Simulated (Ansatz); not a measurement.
## Photoemission of Si(111) with CH3 on 50 % of the top atoms and H on the rest

Aim: core-level components, unfolded bands and work function of Si(111) with CH3 on 50 % of the top atoms and H on the rest.

Program: Ansatz 0.2.0. Level of theory: DFT, PBE, plane-wave PAW, default files, scalar-relativistic. Results are calculated unless marked as measured.

### Step 1. The structure

The cell holds 38 atoms: 12 H, 2 C and 24 Si. Its edges and angles: a = 7.679 Å, b = 7.679 Å, c = 24.694 Å, α = 90.0°, β = 90.0°, γ = 60.0°. It derives from Si. How the cell was made: terminated face; group: CH3; share of top atoms: 0.5; rest: H; oxygen in back bonds: 0; lower face: H. Regions: ad, 10 atoms (2 C and 8 H); L1, 4 atoms (4 Si); L2, 4 atoms (4 Si); L3, 4 atoms (4 Si); mid, 4 atoms (4 Si); rest, 12 atoms (8 Si and 4 H). Vacuum lies along c.

### Step 2. Relaxation

The cut or typed positions aren't at rest, and spectra shift with geometry, so the relaxation comes first. 12 atoms are held to stand for the bulk. A dipole correction cancels the field between unlike faces.

Input file input.yaml:

```yaml
crystal:
  lattice:
    - [7.6791796437, 0.0, 0.0]
    - [3.8395898218, 6.6503646517, 0.0]
    - [0.0, 0.0, 24.6937769138]
  atoms:
    - { symbol: H, position: [0.134128911, 0.0, 0.71652777] }
    - { symbol: H, position: [0.866673032, 0.133827248, 0.71652777] }
    - { symbol: H, position: [0.00050028, 0.866172752, 0.71652777] }
    - { symbol: H, position: [0.634128911, 0.0, 0.71652777] }
    - { symbol: H, position: [0.366673032, 0.133827248, 0.71652777] }
    - { symbol: H, position: [0.50050028, 0.866172752, 0.71652777] }
    - { symbol: C, position: [0.0, 0.0, 0.701949199] }
    - { symbol: C, position: [0.5, 0.0, 0.701949199] }
    - { symbol: H, position: [0.0, 0.5, 0.683725984] }
    - { symbol: H, position: [0.5, 0.5, 0.683725984] }
    - { symbol: Si, position: [0.0, 0.0, 0.628246419] }
    - { symbol: Si, position: [0.5, 0.0, 0.628246419] }
    - { symbol: Si, position: [0.0, 0.5, 0.628246419] }
    - { symbol: Si, position: [0.5, 0.5, 0.628246419] }
    - { symbol: Si, position: [0.833333333, 0.333333333, 0.596507532] }
    - { symbol: Si, position: [0.333333333, 0.333333333, 0.596507532] }
    - { symbol: Si, position: [0.833333333, 0.833333333, 0.596507532] }
    - { symbol: Si, position: [0.333333333, 0.833333333, 0.596507532] }
    - { symbol: Si, position: [0.833333333, 0.333333333, 0.501290872] }
    - { symbol: Si, position: [0.333333333, 0.333333333, 0.501290872] }
    - { symbol: Si, position: [0.833333333, 0.833333333, 0.501290872] }
    - { symbol: Si, position: [0.333333333, 0.833333333, 0.501290872] }
    - { symbol: Si, position: [0.166666667, 0.166666667, 0.469551985] }
    - { symbol: Si, position: [0.666666667, 0.166666667, 0.469551985] }
    - { symbol: Si, position: [0.166666667, 0.666666667, 0.469551985] }
    - { symbol: Si, position: [0.666666667, 0.666666667, 0.469551985] }
    - { symbol: Si, position: [0.166666667, 0.166666667, 0.374335324] }
    - { symbol: Si, position: [0.666666667, 0.166666667, 0.374335324] }
    - { symbol: Si, position: [0.166666667, 0.666666667, 0.374335324] }
    - { symbol: Si, position: [0.666666667, 0.666666667, 0.374335324] }
    - { symbol: Si, position: [0.0, 0.0, 0.342596438] }
    - { symbol: Si, position: [0.5, 0.0, 0.342596438] }
    - { symbol: Si, position: [0.0, 0.5, 0.342596438] }
    - { symbol: Si, position: [0.5, 0.5, 0.342596438] }
    - { symbol: H, position: [0.0, 0.0, 0.28347223] }
    - { symbol: H, position: [0.5, 0.0, 0.28347223] }
    - { symbol: H, position: [0.0, 0.5, 0.28347223] }
    - { symbol: H, position: [0.5, 0.5, 0.28347223] }
kpoints:
  mp_grid: { grid: [3, 3, 1] }
scf:
  occupations: { method: fermi_dirac, width: 0.02 }
  n_extra_bands: 26
hamiltonian:
  xc: pbe
  pseudopotentials: { kind: paw }
output:
  forces: true
  write_potential: true
  volumetric_format: []
efield:
  axis: 3
  dipole_correction: true
relax:
  f_tol: 0.03
  max_steps: 70
  constraints: [{ sites: [26, 27, 28, 29, 30, 31, 32, 33, 34, 35, 36, 37] }]
```

Started as:

```
> ansatz run input.yaml --threads 4 --pin off --max-ram 11264MiB --backend cpu --events-out ev --progress --plain --runs-dir out
```

Numbers of over 12 decimals in the logs are rounded to 6 here.

The log of the run:

```text
scf.n_extra_bands = 26 over 58 filled bands (N_el = 116.0): the run solves 84 bands
Engine: ansatz 0.2.0, aarch64-unknown-linux-gnu
Pseudopotentials: kind: paw
Pseudopotential: H, paw, valence charge 1, recommended cutoff 420 eV (normal), H.paw.azcp
Pseudopotential: C, paw, valence charge 4, recommended cutoff 420 eV (normal), C.paw.azcp
Pseudopotential: Si, paw, valence charge 4, recommended cutoff 420 eV (normal), Si.paw.azcp
Functional definition: PBE
  parameter kappa = 0.804
  parameter beta = 0.066725
  exchange = pbe_x(kappa = kappa, mu = beta*pi^2/3)
  correlation = pbe_c(beta = beta)
Crystal: 38 atoms, lattice volume = 1261.095 Å³
Basis set: ecut = 420 eV, 24641 PW (Γ), exchange–correlation on 108×108×360 points (8 copies of the dense FFT grid, shifted against one another)
Bands: 84, of which v1, the nominal top of the filled ones, is band 58 counted from 1 (57 counted from 0)
Symmetry: 2 space group operations
Space group: P1 (ITA 1), of the structure as read, at distance tolerance 1.1e-4 Å
k-points: 5 of 9 (time reversal used)
Non-local potential: H, projectors of the file, l = 0: 2, l = 1: 1
Non-local potential: C, projectors of the file, l = 0: 2, l = 1: 2, l = 2: 1
Non-local potential: Si, projectors of the file, l = 0: 2, l = 1: 2, l = 2: 2
PAW form: soft (Blöchl's): semilocal exchange-correlation on the pseudo side does not see the compensation charge
PAW one-centre angular grid: H, 110 points (default); XC on 64 Gauss nodes
PAW one-centre angular grid: C, 110 points (default); XC on 64 Gauss nodes
PAW one-centre angular grid: Si, 110 points (default); XC on 64 Gauss nodes
Initial density: superposition of atomic densities (neutral atoms: chi_scale 0, normalization atom), corrected by the library's trained network
Initial wavefunctions: pseudopotential atomic-orbital guess
Functional: x = pbe(κ = 0.804, μ = 0.219515), c = pbe(β = 0.066725)
SCF iter   1: F=—  HF=-15952.109870 eV  |F-HF|=—  |Δ(HF+E_count)|=         —  Δρ=2.46e-3  dr2=8.19e-1  ethr=1.77e-3  p=0.214 e·Å  D=3.06e-2 V/Å  ΔV_dip=-0.76 eV  dr2_dipole=4.40e-3  V_vac-E_F(+/−)=3.02/3.77 eV  ⟨swp⟩=11.6  Hψ=2880  notcnv=0  defer=21
efield: sawtooth ramp at fractional position 0.9500 (placed from the atoms, in the widest stretch of the axis that holds none; the zero of the levels goes with the place), width 0.1000; the density the first Hamiltonian is built on has a dipole p = 0.214 e·Å; the dipole correction subtracts the counter field D = 3.06e-2 V/Å, which shifts the + side's vacuum level by -0.76 eV against the − side's; the planar-averaged density in the ramp window peaks in size at 8.3e-5 e/Å³
preconditioner: auto → Resta (q_TF=auto, 1.833 Å⁻¹)  ε∞=2.8  [insulator: Δε(μ)=1.090 eV  Ē_g=8.436 eV  σ=0.020 eV  W_gap=1.00  n_scr=134 (ndim 8)  ℏωp=11.3 eV  f_vac=0.497  D(μ)=0.00/eV (n_scr^D=0)  ε∞_Penn≈2.8  vacuum switching on, ρ_ref=5.2e-3 e/Å³]
SCF iter   2: F=—  HF=-15951.991834 eV  |F-HF|=—  |Δ(HF+E_count)|=   1.18e-1  Δρ=1.13e-3  dr2=5.86e-2  ethr=7.06e-4  p=0.168 e·Å  D=2.41e-2 V/Å  ΔV_dip=-0.59 eV  dr2_dipole=1.03e-3  V_vac-E_F(+/−)=3.56/4.16 eV  ⟨swp⟩=4.0  Hψ=629  notcnv=0  defer=91
SCF iter   3: F=—  HF=-15951.985700 eV  |F-HF|=—  |Δ(HF+E_count)|=   6.13e-3  Δρ=4.47e-4  dr2=4.57e-3  ethr=5.05e-5  p=0.184 e·Å  D=2.65e-2 V/Å  ΔV_dip=-0.65 eV  dr2_dipole=9.00e-5  V_vac-E_F(+/−)=3.47/4.13 eV  ⟨swp⟩=3.2  Hψ=601  notcnv=0  defer=91
SCF iter   4: F=—  HF=-15951.987570 eV  |F-HF|=—  |Δ(HF+E_count)|=   1.87e-3  Δρ=2.14e-4  dr2=4.44e-3  ethr=3.94e-6  p=0.169 e·Å  D=2.43e-2 V/Å  ΔV_dip=-0.60 eV  dr2_dipole=1.99e-3  V_vac-E_F(+/−)=3.52/4.12 eV  ⟨swp⟩=2.0  Hψ=729  notcnv=0  defer=91
SCF iter   5: F=—  HF=-15951.987039 eV  |F-HF|=—  |Δ(HF+E_count)|=   5.31e-4  Δρ=7.12e-5  dr2=1.76e-4  ethr=3.83e-6  p=0.191 e·Å  D=2.74e-2 V/Å  ΔV_dip=-0.68 eV  dr2_dipole=4.43e-5  V_vac-E_F(+/−)=3.49/4.17 eV  ⟨swp⟩=1.6  Hψ=464  notcnv=0  defer=91
SCF iter   6: F=-15951.987049 eV  HF=-15951.987039 eV  |F-HF|=9.73e-6  |Δ(HF+E_count)|=   2.34e-7  Δρ=2.46e-5  dr2=9.81e-6  ethr=1.94e-8  p=0.189 e·Å  D=2.71e-2 V/Å  ΔV_dip=-0.67 eV  dr2_dipole=3.35e-7  V_vac-E_F(+/−)=3.50/4.17 eV  ⟨swp⟩=10.8  Hψ=3528  notcnv=0
SCF 1 converged in 6 iterations: F = -15951.987049 eV  dr2 = 9.81e-6
  greatest PAW one-centre occupation: 0.660 electrons in one spin orbital (limit 2), on the C atom at site 7 (counted from 0), in its partial waves of l = 0
relax step   1: F+E_penalty+E_count = -15951.98704861 eV  Δ(F+E_penalty+E_count) = +0.000e0 eV  max|allowed force component| = 2.986e0 eV/Å  Δτ_max = 0.0000 Å  (6 SCF iters, dr2 threshold 2.25e-5 eV, accepted)
Initial density: handed on by an earlier stage of this run
Initial wavefunctions: those handed on with the density
iter 1 solved again at ethr=5.78e-4 eV; its pass at ethr=3.10e-3 eV (dr2=6.71e-1 eV) is discarded
SCF iter   1: F=—  HF=-15952.628888 eV  |F-HF|=—  |Δ(HF+E_count)|=         —  Δρ=9.68e-3  dr2=6.91e-1  ethr=5.78e-4  p=0.189 e·Å  D=2.71e-2 V/Å  ΔV_dip=-0.67 eV  dr2_dipole=3.29e-3  V_vac-E_F(+/−)=3.47/4.14 eV  ⟨swp⟩=1.0  Hψ=1675  notcnv=0  defer=88
efield: sawtooth ramp at fractional position 0.9500 (handed on by an earlier solve), width 0.1000; the density the first Hamiltonian is built on has a dipole p = 0.189 e·Å; the dipole correction subtracts the counter field D = 2.71e-2 V/Å, which shifts the + side's vacuum level by -0.67 eV against the − side's; the planar-averaged density in the ramp window peaks in size at 2.6e-6 e/Å³
preconditioner: auto → Resta (q_TF=auto, 1.833 Å⁻¹)  ε∞=2.8  [insulator: Δε(μ)=1.061 eV  Ē_g=8.355 eV  σ=0.020 eV  W_gap=1.00  n_scr=134 (ndim 8)  ℏωp=11.3 eV  f_vac=0.489  D(μ)=0.00/eV (n_scr^D=0)  ε∞_Penn≈2.8  vacuum switching on, ρ_ref=5.1e-3 e/Å³]
SCF iter   2: F=—  HF=-15952.492181 eV  |F-HF|=—  |Δ(HF+E_count)|=   1.37e-1  Δρ=4.43e-3  dr2=1.11e-1  ethr=5.78e-4  p=0.147 e·Å  D=2.11e-2 V/Å  ΔV_dip=-0.52 eV  dr2_dipole=5.12e-4  V_vac-E_F(+/−)=3.61/4.13 eV  ⟨swp⟩=2.2  Hψ=528  notcnv=0  defer=88
SCF iter   3: F=—  HF=-15952.483028 eV  |F-HF|=—  |Δ(HF+E_count)|=   9.15e-3  Δρ=9.77e-4  dr2=1.11e-2  ethr=9.59e-5  p=0.131 e·Å  D=1.88e-2 V/Å  ΔV_dip=-0.46 eV  dr2_dipole=1.92e-3  V_vac-E_F(+/−)=3.66/4.12 eV  ⟨swp⟩=2.0  Hψ=648  notcnv=0  defer=91
SCF iter   4: F=—  HF=-15952.481942 eV  |F-HF|=—  |Δ(HF+E_count)|=   1.09e-3  Δρ=3.09e-4  dr2=3.28e-3  ethr=9.60e-6  p=0.168 e·Å  D=2.41e-2 V/Å  ΔV_dip=-0.60 eV  dr2_dipole=7.72e-4  V_vac-E_F(+/−)=3.55/4.15 eV  ⟨swp⟩=2.2  Hψ=764  notcnv=0  defer=96
[...]
SCF iter   6: F=-15952.600349 eV  HF=-15952.600349 eV  |F-HF|=1.41e-8  |Δ(HF+E_count)|=   8.66e-9  Δρ=1.21e-6  dr2=2.39e-8  ethr=8.62e-11  p=0.138 e·Å  D=1.97e-2 V/Å  ΔV_dip=-0.49 eV  dr2_dipole=1.24e-9  V_vac-E_F(+/−)=3.63/4.12 eV  ⟨swp⟩=9.4  Hψ=2775  notcnv=0
SCF 6 converged in 6 iterations: F = -15952.600349 eV  dr2 = 2.39e-8
relax step   6: F+E_penalty+E_count = -15952.60034902 eV  Δ(F+E_penalty+E_count) = -1.779e-4 eV  max|allowed force component| = 2.485e-3 eV/Å  Δτ_max = 0.0119 Å  (6 SCF iters, accepted)
NSCF: frozen V_eff on 5 k-points
the band table was solved once a step of the walk had ended and its energy, with any forces and stress, was formed, with the checks that follow a solve (2896 applications of the Hamiltonian). They found nothing against the state; the energy, forces and stress were not computed again (output.eigenvalues in the input reference)
WARN: The output density's exchange-correlation potential varies sharply where the density is thin. Do not read a vacuum level from v_tot or v_xc, or from such a field of the output density. On a cell that repeats whose density bears no net charge and no dipole along the vacuum's axis use v_es (v_loc + v_h of the components); under efield.dipole_correction with no amplitude use v_es + v_field, which holds any externa [...]
SCF converged after 6 iterations
Free energy (F): -15952.600349 eV
Harris-Foulkes:  -15952.600349 eV  (|F-HF|=1.41e-8)
Internal energy: -15952.600349 eV  (E = F + TS)
E sigma→0 (E₀):  -15952.600349 eV
Fermi energy:    0.462176 eV
Dipole field:    D = 0.019758 V/Å  (p = 0.137700 e·Å, saw-weighted, corrected)
Work function:   Φ+ = 3.6336 eV   Φ− = 4.1216 eV
Levels:          The Fermi level and band energies are counted from a zero that moves with the ramp; work functions are not
--- Per-component energies (eV) ---
  E_band       = -617.170324
  E_kinetic    = 1315.638381
  E_local      = -30294.544594  (includes V_loc(G=0)·N_el)
  E_nonlocal   = 697.515580
  E_hartree    = 14562.670912
  E_xc         = -1527.308309
  E_vxc        = -1377.921096  (∫ρ·V_xc dr)
  E_paw        = -12513.586054  (= ΣΔE_a)
  E_vpaw       = -82.593301  (= ΣTr[D̂ρ^β])
  E_aug_tail   = -0.015588  (compensation charges beyond the density's cutoff)
  E_efield     = 0.001360  (sawtooth field / dipole correction)
  E_vefield    = -0.579781  (∫n·V_field dr)
  E_ewald      = 11807.027962
  E_smearing   = -0.000000  (= −TS)
  E_closure    = 0.000000  (closes the sum)
  Σ components = -15952.600349   (vs F -15952.600349, Δ=0.00e0)
--- Forces (eV/Å), atoms counted from 1 ---
  atom   1  H      0.00115282     0.00003608    -0.00022980
  atom   2  H     -0.00246899    -0.00233991     0.00055808
  atom   3  H     -0.00041083     0.00208475     0.00182921
  atom   4  H      0.00115282     0.00003608    -0.00022980
  atom   5  H     -0.00246899    -0.00233991     0.00055808
  atom   6  H     -0.00041083     0.00208475     0.00182921
  atom   7  C      0.00032672    -0.00037823    -0.00248528
  atom   8  C      0.00032672    -0.00037823    -0.00248528
  atom   9  H     -0.00002009    -0.00041816     0.00023795
  atom  10  H     -0.00002009    -0.00041816     0.00023795
  atom  11  Si     0.00135176     0.00226729     0.00133501
  atom  12  Si     0.00135176     0.00226729     0.00133501
  atom  13  Si    -0.00027681    -0.00091635    -0.00063233
  atom  14  Si    -0.00027681    -0.00091635    -0.00063233
  atom  15  Si     0.00003298     0.00165040    -0.00097762
  atom  16  Si     0.00003298     0.00165040    -0.00097762
  atom  17  Si     0.00023742    -0.00158677     0.00180713
  atom  18  Si     0.00023742    -0.00158677     0.00180713
  atom  19  Si     0.00021143     0.00004710     0.00008960
  atom  20  Si     0.00021143     0.00004710     0.00008960
  atom  21  Si     0.00006535     0.00003745    -0.00042827
  atom  22  Si     0.00006535     0.00003745    -0.00042827
  atom  23  Si     0.00003288     0.00049456     0.00039118
  atom  24  Si     0.00003288     0.00049456     0.00039118
  atom  25  Si    -0.00013280    -0.00043907     0.00016794
  atom  26  Si    -0.00013280    -0.00043907     0.00016794
  atom  27  Si     0.00148056    -0.00042987    -0.08685581
  atom  28  Si     0.00148056    -0.00042987    -0.08685581
  atom  29  Si    -0.00159708    -0.00027061    -0.06173937
  atom  30  Si    -0.00159708    -0.00027061    -0.06173937
  atom  31  Si    -0.00052529     0.00011728     0.85005346
  atom  32  Si    -0.00052529     0.00011728     0.85005346
  atom  33  Si     0.00056655    -0.00002992     0.85047903
  atom  34  Si     0.00056655    -0.00002992     0.85047903
  atom  35  H      0.00036861    -0.00042381    -0.77679711
  atom  36  H      0.00036861    -0.00042381    -0.77679711
  atom  37  H     -0.00041720     0.00046191    -0.77678474
  atom  38  H     -0.00041720     0.00046191    -0.77678474
  max |Σ_I F_I| component: 7.18e-5 eV/Å
--- Band table (eV; the first three rows and the last of 5) ---
  k-point 0: bands = [... 54 lower, -0.5300, -0.5190, -0.0941, -0.0850, 1.0116, 1.0244, 1.0355, 1.5864, ... 22 higher]
  k-point 1: bands = [... 54 lower, -1.3535, -1.1243, -1.0073, -0.4827, 1.1685, 1.7807, 1.8902, 1.9326, ... 22 higher]
  k-point 2: bands = [... 54 lower, -1.3358, -1.1248, -1.0237, -0.4905, 1.1738, 1.7834, 1.8942, 1.9217, ... 22 higher]
  k-point 4: bands = [... 54 lower, -1.9461, -1.2968, -1.2707, -1.2544, 2.2563, 2.4323, 2.4453, 2.5103, ... 22 higher]
--- Relaxed structure (6 steps of the walk, 6 accepted, 0 SCFs on fresh bases) ---
  F+E_penalty+E_count = -15952.60034902 eV   max|allowed force component| = 2.485e-3 eV/Å
  atoms:
    - { symbol: H, position: [0.100486, 0.050379, 0.724082] }
    - { symbol: H, position: [0.847969, 0.103026, 0.723883] }
    - { symbol: H, position: [0.049023, 0.848859, 0.724172] }
    - { symbol: H, position: [0.600486, 0.050379, 0.724082] }
    - { symbol: H, position: [0.347969, 0.103026, 0.723883] }
    - { symbol: H, position: [0.549023, 0.848859, 0.724172] }
    - { symbol: C, position: [-0.000642936, 0.000220146, 0.708326] }
    - { symbol: C, position: [0.499357, 0.000220146, 0.708326] }
    - { symbol: H, position: [0.000536414, 0.499585, 0.689524] }
    - { symbol: H, position: [0.500536, 0.499585, 0.689524] }
    - { symbol: Si, position: [-6.220326135154353e-5, -0.000668812, 0.631138] }
    - { symbol: Si, position: [0.499938, -0.000668812, 0.631138] }
    - { symbol: Si, position: [0.000172385, 0.500567, 0.628403] }
    - { symbol: Si, position: [0.500172, 0.500567, 0.628403] }
    - { symbol: Si, position: [0.834912, 0.331116, 0.597911] }
    - { symbol: Si, position: [0.334912, 0.331116, 0.597911] }
    - { symbol: Si, position: [0.831803, 0.835519, 0.597967] }
    - { symbol: Si, position: [0.331803, 0.835519, 0.597967] }
    - { symbol: Si, position: [0.833618, 0.332965, 0.502265] }
    - { symbol: Si, position: [0.333618, 0.332965, 0.502265] }
    - { symbol: Si, position: [0.833109, 0.833560, 0.502329] }
    - { symbol: Si, position: [0.333109, 0.833560, 0.502329] }
    - { symbol: Si, position: [0.166781, 0.166578, 0.469874] }
    - { symbol: Si, position: [0.666781, 0.166578, 0.469874] }
    - { symbol: Si, position: [0.166608, 0.666625, 0.470007] }
    - { symbol: Si, position: [0.666608, 0.666625, 0.470007] }
    - { symbol: Si, position: [0.166667, 0.166666667, 0.374335324] }
    - { symbol: Si, position: [0.666667, 0.166666667, 0.374335324] }
    - { symbol: Si, position: [0.166666667, 0.666666667, 0.374335324] }
    - { symbol: Si, position: [0.666666667, 0.666666667, 0.374335324] }
    - { symbol: Si, position: [0.0, 0.0, 0.342596438] }
    - { symbol: Si, position: [0.5, 0.0, 0.342596438] }
    - { symbol: Si, position: [0.0, 0.5, 0.342596438] }
    - { symbol: Si, position: [0.5, 0.5, 0.342596438] }
    - { symbol: H, position: [0.0, 0.0, 0.28347223] }
    - { symbol: H, position: [0.5, 0.0, 0.28347223] }
    - { symbol: H, position: [0.0, 0.5, 0.28347223] }
    - { symbol: H, position: [0.5, 0.5, 0.28347223] }
```

Run time: 2.4 min. Hardware: 4 threads of Arm Neoverse N1, shared host; peak memory 2.3 GiB; 9.4 min of CPU time.

Step by step:

| step | energy less that of the first step (eV) | largest force component (eV/Å) |
| --- | --- | --- |
| 1 | 0.0000 | 2.9864 |
| 2 | -0.4945 | 1.1647 |
| 3 | -0.5851 | 0.6188 |
| 4 | -0.6131 | 0.0403 |
| 5 | -0.6131 | 0.0416 |
| 6 | -0.6133 | 0.0025 |

The run keeps the 2 symmetry operations that it works with, so distortions that break them were not tested.

The atoms that moved most (Å):

| atom | dx | dy | dz | length |
| --- | --- | --- | --- | --- |
| H4 | -0.065 | 0.335 | 0.187 | 0.389 |
| H1 | -0.065 | 0.335 | 0.187 | 0.389 |
| H2 | -0.262 | -0.205 | 0.182 | 0.379 |
| H5 | -0.262 | -0.205 | 0.182 | 0.379 |
| H6 | 0.306 | -0.115 | 0.189 | 0.378 |
| H3 | 0.306 | -0.115 | 0.189 | 0.378 |
| C7 | -0.004 | 0.001 | 0.157 | 0.158 |
| C8 | -0.004 | 0.001 | 0.157 | 0.158 |

The relaxed structure:

```cif
data_structure
_symmetry_space_group_name_H-M 'P 1'
_symmetry_Int_Tables_number 1
_cell_length_a 7.6792
_cell_length_b 7.6792
_cell_length_c 24.6938
_cell_angle_alpha 90.000
_cell_angle_beta 90.000
_cell_angle_gamma 60.000
_cell_volume 1261.10
loop_
_atom_site_label
_atom_site_type_symbol
_atom_site_fract_x
_atom_site_fract_y
_atom_site_fract_z
_atom_site_occupancy
H1 H 0.10049 0.05038 0.72408 1
H2 H 0.84797 0.10303 0.72388 1
H3 H 0.04902 0.84886 0.72417 1
H4 H 0.60049 0.05038 0.72408 1
H5 H 0.34797 0.10303 0.72388 1
H6 H 0.54902 0.84886 0.72417 1
C7 C 0.99936 0.00022 0.70833 1
C8 C 0.49936 0.00022 0.70833 1
H9 H 0.00054 0.49959 0.68952 1
H10 H 0.50054 0.49959 0.68952 1
Si11 Si 0.99994 0.99933 0.63114 1
Si12 Si 0.49994 0.99933 0.63114 1
Si13 Si 0.00017 0.50057 0.62840 1
Si14 Si 0.50017 0.50057 0.62840 1
Si15 Si 0.83491 0.33112 0.59791 1
Si16 Si 0.33491 0.33112 0.59791 1
Si17 Si 0.83180 0.83552 0.59797 1
Si18 Si 0.33180 0.83552 0.59797 1
Si19 Si 0.83362 0.33296 0.50226 1
Si20 Si 0.33362 0.33296 0.50226 1
Si21 Si 0.83311 0.83356 0.50233 1
Si22 Si 0.33311 0.83356 0.50233 1
Si23 Si 0.16678 0.16658 0.46987 1
Si24 Si 0.66678 0.16658 0.46987 1
Si25 Si 0.16661 0.66663 0.47001 1
Si26 Si 0.66661 0.66663 0.47001 1
Si27 Si 0.16667 0.16667 0.37434 1
Si28 Si 0.66667 0.16667 0.37434 1
Si29 Si 0.16667 0.66667 0.37434 1
Si30 Si 0.66667 0.66667 0.37434 1
Si31 Si 0.00000 0.00000 0.34260 1
Si32 Si 0.50000 0.00000 0.34260 1
Si33 Si 0.00000 0.50000 0.34260 1
Si34 Si 0.50000 0.50000 0.34260 1
H35 H 0.00000 0.00000 0.28347 1
H36 H 0.50000 0.00000 0.28347 1
H37 H 0.00000 0.50000 0.28347 1
H38 H 0.50000 0.50000 0.28347 1
```

Numbers from this step:

| Property | Result |
| --- | --- |
| free energy | -15952.6003 eV |
| Fermi energy | 0.4622 eV |
| symmetry operations | 2 |
| gap on the k-mesh | 1.097 eV |
| ionisation potential, upper face | 4.181 eV |
| upper vacuum level less the lowest empty level (Kohn–Sham affinity) | 3.084 eV |
| ionisation potential, lower face | 4.669 eV |

The relaxation ends 16 meV an atom lower, with a largest force component of 0.0025 eV/Å on the free atoms.

(Part 1 of 3 ends here.)

[Logs are printed without paths, hosts, clocks, repeated set-up lines and the standing remarks that a program may print on its own settings, such as how far it seeks lower states.]

[Hosts, paths, dates, database ids (printed as entryN), source tags and the programs' standing remarks are cut or masked in the printed files.]

[Maps of the electrostatic potential energy from Ansatz leave out the sawtooth potential of an applied field or a dipole correction, so their vacuum need not be flat; work functions include it.]
